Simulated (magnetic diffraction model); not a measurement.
# Magnetic neutron pattern of Tb₂Dy

Space group R3m (no. 160), a = 3.6280 Å, c = 25.5100 Å.

```
site  atom    x    y       z
  3a    Dy  2/3  1/3  0.1128
  3a    Tb  2/3  1/3  0.3295
  3a    Tb    0    0  0.2242
```

The compound is invented for this exercise: a known structure type with other elements, its cell scaled to their sizes and not relaxed.

Only Dy and Tb are taken to order (form factors of Dy3+ and Tb3+); orders and moment sizes are assumed, and not adapted to the symmetry. Radiation: neutrons of λ = 1.8 Å (absorption by Dy left out), 5° to 65°; isotropic B of 0.15 Å² (Dy) and 0.14 Å² (Tb). Simulated constant-wavelength pattern: nuclear and magnetic terms add, the magnetic one as |2.695 fm × Σ f S⊥ exp(2πi Q·r) exp(−B s²)|², summed over all Q at one angle with the factor 1/(sin²θ cos θ). For collinear order S is the moment m, which repeats by lattice and centring translations R with the sign exp(−2πi k·R). Free-ion form factors, Sears's scattering lengths of 1992, no absorption; a label names one of the reflections at its angle. The strongest nuclear line in the range is 100, and lines under 0.2 are left out.

Assume the order k = (0 0 0), collinear moments along [120], 3.92 μB on Dy and 3.71 μB on Tb; signs + at (2/3, 1/3, 0.1128), − at (2/3, 1/3, 0.3295), − at (0, 0, 0.2242).

Q: Where does magnetic intensity appear, and how strong is it?

```tsv
2θ (°)	index	nuclear	magnetic
12.15	(0 0 3)	32.6	186.1
24.44	(0 0 6)	12.8	32.0
33.55	(1 0 1)	39.3	34.0
34.32	(0 1 2)	42.2	10.3
37.03	(0 0 9)	47.4	3.0
37.24	(1 0 4)	100.0	18.9
39.32	(0 1 5)	93.3	12.9
44.45	(1 0 7)	25.6	9.8
47.42	(0 1 8)	17.1	26.9
50.09	(0 0 12)	1.5	9.7
54.06	(1 0 10)	19.5	12.3
57.68	(0 1 11)	19.7	3.2
59.49	(1 1 0)	64.0	1.2
60.97	(1 1 3)	9.6	14.6
63.90	(0 0 15)	3.4	2.1
```

The strongest magnetic line in the range is (0 0 3) at 12.15° (186.1). On top of the Lorentz factor, which all lines share, magnetic lines fade with angle because f falls: for Dy3+ it is 0.96, 0.84, 0.69 and 0.41 at sin θ/λ = 0.1, 0.2, 0.3 and 0.5 Å⁻¹, while nuclear lengths stay constant. The net moment is 3.50 μB a primitive cell.

[Logs are printed without paths, hosts, clocks, repeated set-up lines and the standing remarks that a program may print on its own settings, such as how far it seeks lower states.]
